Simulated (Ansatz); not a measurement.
# ScTeN3 (model cell, started as cubic perovskite with Te in the octahedra): a soft mode frozen in, part 3 of 3

Which phase does ScTeN3 (model cell, started as cubic perovskite with Te in the octahedra) fall into along its unstable mode, and how much energy does it gain?

Ansatz 0.2.0; DFT PBEsol, scalar-relativistic, plane waves, PAW; PAW set soft_1.

So far. Step 5 (Energy along the mode, all amplitudes (two of the runs …): The lowest of the steps tried is the last one, at 0.6 Å, 379 meV/atom below the parent; the bottom of the well need not coincide with a step. Step 7 (The new phase in its own primitive cell): The largest force component left is 0.26 meV/Å and the pressure is -0.001 GPa, within the tolerances set. The cell now holds 11.68 Å³/atom. The relaxed cell has a, b, c = 5.471, 7.902, 5.404 Å (conventional setting).

The structure was built from a prototype and need not be the compound's stable phase.

## 8. Modes of the new phase, k-mesh 8×8×8

A relaxed structure may still be a saddle point, so its zone-centre modes are computed. No field response is asked.

File input.yaml:

```yaml
crystal:
  lattice:
    - [-2.7355187967, 3.9507712505, 2.7020717236]
    - [2.7355187967, -3.9507712505, 2.7020717236]
    - [2.7355187967, 3.9507712505, -2.7020717236]
  atoms:
    - { symbol: Sc, position: [0.7113521191, 0.9613521191, 0.75] }
    - { symbol: Sc, position: [0.2886478809, 0.0386478809, 0.25] }
    - { symbol: Te, position: [0.0, 0.5, 0.5] }
    - { symbol: Te, position: [0.5, 0.5, 0.0] }
    - { symbol: "N", position: [0.1161190808, 0.3661190808, 0.75] }
    - { symbol: "N", position: [0.8838809192, 0.6338809192, 0.25] }
    - { symbol: "N", position: [0.3305653675, 0.5, 0.3305653675] }
    - { symbol: "N", position: [0.6694346325, 0.5, 0.6694346325] }
    - { symbol: "N", position: [0.6694346325, 0.0, 0.1694346325] }
    - { symbol: "N", position: [0.3305653675, 0.0, 0.8305653675] }
kpoints:
  mp_grid: { grid: [8, 8, 8] }
hamiltonian:
  xc: pbesol
  pseudopotentials: { kind: paw, azcp: { folder: soft_1 }, xc_functional: pbe }
scf:
  occupations: { method: methfessel_paxton, width: 0.2 }
output:
  eigenvalues: true
phonons:
  method: dfpt
```

Started as:

```
$ ansatz run input.yaml --threads 8 --pin off --max-ram 16384MiB --backend cpu --events-out ev --progress --plain --runs-dir out
```

Numbers of over 12 decimals in the logs are rounded to 6 here.

Output:

```text
[...]
Crystal: 10 atoms, lattice volume = 116.810 Å³
Basis set: ecut = 420 eV, 2285 PW (Γ), exchange–correlation on 80×80×80 points (8 copies of the dense FFT grid, shifted against one another)
Bands: 52, of which v1, the nominal top of the filled ones, is band 42 counted from 1 (41 counted from 0)
Symmetry: 8 space group operations
k-points: 260 of 512 (irreducible under 1 space group operation, time reversal used)
[...]
SCF iter   1: F=—  HF=-20302.830142 eV  |F-HF|=—  |Δ(HF+E_count)|=         —  Δρ=1.01e-1  dr2=1.77e1  ethr=3.10e-3  ⟨swp⟩=6.0  Hψ=55096  notcnv=0
[...]
SCF iter  12: F=-20297.048193 eV  HF=-20297.048193 eV  |F-HF|=7.28e-12  |Δ(HF+E_count)|=  1.46e-11  S|Δr|=    0.00e0  Δρ=4.04e-8  dr2=1.81e-12  ethr=1.00e-12  ⟨swp⟩=16.0  Hψ=79809  notcnv=0
SCF 1 converged in 12 iterations: F = -20297.048193 eV  dr2 = 1.81e-12
[...]
DFPT response loops at Γ: preconditioner auto → Kerker (q_TF=auto, 2.582 Å⁻¹) (partly filled bands, converged f_vac=0.000); β = 1.00, the filter's whole step (`scf.mixing.beta` (0.50) is not read by the response loops under this deck's `scf.mixing.preconditioner`; to damp them name `kerker` or `kerker_dos`, under which they read `scf.mixing.beta`, and type it under 1.00, their step now; both keys bind the ground state too); Broyden in place of MSR1
SCF converged after 12 iterations
[...]
Free energy (F): -20297.048193 eV
[...]
Internal energy: -20297.053218 eV  (E = F + TS)
E sigma→0 (E₀):  -20297.049449 eV
Entropy (-TS):   0.005025 eV (0.502 meV/atom)
Fermi energy:    13.110822 eV
[...]
--- Band table (eV; the first three rows and the last of 260) ---
  k-point 0: bands = [... 38 lower, 11.6137, 11.8869, 11.9167, 12.9734, 13.1983, 15.7566, 15.8647, 16.0439, ... 6 higher]
  k-point 1: bands = [... 38 lower, 11.5165, 11.6057, 11.8335, 12.7057, 13.4269, 15.6886, 15.8007, 16.1114, ... 6 higher]
  k-point 2: bands = [... 38 lower, 11.3375, 11.4255, 11.7927, 12.4404, 13.7782, 15.7383, 15.9056, 16.2739, ... 6 higher]
  k-point 259: bands = [... 38 lower, 11.2531, 11.2717, 12.1489, 12.9951, 13.9845, 14.1843, 15.3959, 15.9333, ... 6 higher]
--- Phonons (Γ-DFPT): 12 representative perturbations + reference, on 260 of 512 k-points (Σ response iterations 46) ---
  k mesh reduced under 1 symmetry operation, with k and −k counted as one. Each operation leaves every solved perturbation unchanged. A smaller set is not used because it would not reduce the number of displacements times k-points to solve
  ASR residual: 4.046e-5 → 0.000e0 eV/Å²; symmetrization residual: 1.128e-5 eV/Å²
  ASR residual per site (eV/Å²): 1.62e-5 1.62e-5 4.05e-5 4.05e-5 2.78e-5 2.78e-5 1.10e-5 1.10e-5 1.10e-5 1.10e-5
  Γ frequencies (cm⁻¹): -253.07 0.00 0.00 0.00 91.41 168.56 190.40 224.04 224.54 251.69 260.93 278.62 281.82 305.83 320.89 366.46 389.81 407.83 438.77 458.03 486.74 488.14 492.58 522.66 573.47 587.64 625.15 653.29 753.37 767.34
  non-analytic LO–TO correction: not included (Born effective charges unavailable; polar crystals: no LO–TO splitting at Γ)
```

Run time: 8.1 min. Hardware: 8 threads of AMD EPYC 7R32 (Zen 2), shared host; peak memory 5.1 GiB.

Numbers from this step:

```
sum-rule residual before enforcement                    : 4.05e-5 eV/Å²
point group                                             : mmm
highest optical mode at the zone centre (no LO-TO term) : 767.3 cm⁻¹
lowest optical zone-centre mode                         : -253.1 cm⁻¹
```

Patterns of degenerate modes are one choice out of their space. The modes at Γ (shares of kinetic energy by element, %) (negative means imaginary):

```csv
mode,frequency (cm⁻¹),symmetry,Sc %,Te %,N %
1,-253.1,B3u,19,0,81
2,0.0,acoustic,21,59,20
3,0.0,acoustic,21,59,20
4,0.0,acoustic,21,59,20
5,91.4,B2g,71,0,29
6,168.6,B1g,0,0,100
7,190.4,B2u,24,67,9
8,224.0,B3u,47,34,19
9,224.5,B1u,5,94,0
10,251.7,B1u,56,37,7
11,260.9,B3g,99,0,1
12,278.6,Ag,97,0,3
13,281.8,Au,0,98,2
14,305.8,B2u,44,55,1
15,320.9,B2g,29,0,71
16,366.5,B3u,13,1,85
17,389.8,B2u,11,18,72
18,407.8,Au,0,2,98
19,438.8,B1u,18,4,78
20,458.0,Ag,1,0,99
21,486.7,B3g,1,0,99
22,488.1,B2g,0,0,100
23,492.6,B1u,0,2,98
24,522.7,B3g,0,0,100
25,573.5,B2u,0,1,99
26,587.6,Ag,2,0,98
27,625.1,B1g,0,0,100
28,653.3,B3u,0,5,95
29,753.4,B3g,0,0,100
30,767.3,B1u,0,3,97
```

Displacements in mode 1 (-253.1 cm⁻¹), the largest set to 1:
```
Sc1 -0.27  0.00  0.00
Sc2 -0.27  0.00  0.00
Te3  0.00  0.00  0.00
Te4  0.00  0.00  0.00
N5   1.00  0.00  0.00
N6   1.00  0.00  0.00
N7  -0.07  0.00 -0.10
N8  -0.07  0.00 -0.10
N9  -0.07  0.00  0.10
N10 -0.07  0.00  0.10
```

Displacements in mode 22 (488.1 cm⁻¹), the largest set to 1:
```
Sc1 -0.05  0.00  0.00
Sc2  0.05  0.00  0.00
Te3  0.00  0.00  0.00
Te4  0.00  0.00  0.00
N5  -0.28  0.00  0.00
N6   0.28  0.00  0.00
N7   0.00  1.00  0.00
N8   0.00 -1.00  0.00
N9   0.00  1.00  0.00
N10  0.00 -1.00  0.00
```

Before it was imposed, the acoustic sum rule was missed by 4.0e-5 eV/Å². Small misses are needed for a sound result but don't prove that mesh and cutoff are converged. The lowest optical mode is imaginary, 253.1i cm⁻¹, so the energy falls along it.

## 9. Outcome

```json
{"unstable mode of the parent": "q = (-0.5, -0.5, -0.5), 463i cm⁻¹", "depth at the lowest point sampled": "379 meV/atom", "largest atomic shift at that point": "0.6 Å", "space group reached (within 0.01 Å)": "Imma", "energy gained over the parent (first relaxation, on the mesh of the frozen mode)": "519 meV/atom", "volume per atom, phase reached": "11.7 Å³", "gap on the k-mesh, phase reached": "0.203 eV", "lowest optical zone-centre mode, phase reached": "-253 cm⁻¹", "highest optical mode at the zone centre (no LO-TO term), phase reached": "767 cm⁻¹"}
```

**Reading.** Along this mode the structure falls into Imma, 519 meV/atom below the parent. At the parent's cell the well is 379.4 meV/atom deep on the steps tried, with its lowest point at a shift of 0.6 Å. That is the last step tried, so the steps alone don't bracket the bottom of the well. Relaxing atoms and cell changes the gain by +139.60 meV/atom against the lowest step (energies at zero smearing). The new phase still has an imaginary mode at the zone centre of its cell, so it is a saddle point on the way to a lower structure. Of the 4 patterns followed to their end from this parent, this one reaches the lowest energy. Each path keeps the symmetry of its pattern, so a lower phase may lie along a pattern not tried. With no gap, or one that is small against the smearing, the frequencies hang on the k mesh and the smearing, most of all near Kohn anomalies. Spin-orbit coupling is left out, which can matter for the heavy elements here. The PAW files were made for PBE and serve the other functionals too. A phonon run warned that its eigensolver left some bands unconverged in a pass. The starting cell was built on a prototype and not taken from a measurement, so the phase need not exist.

[Logs are printed without paths, hosts, clocks, repeated set-up lines and the standing remarks that a program may print on its own settings, such as how far it seeks lower states.]

[Hosts, paths, dates, database ids (printed as entryN), source tags and the programs' standing remarks are cut or masked in the printed files.]
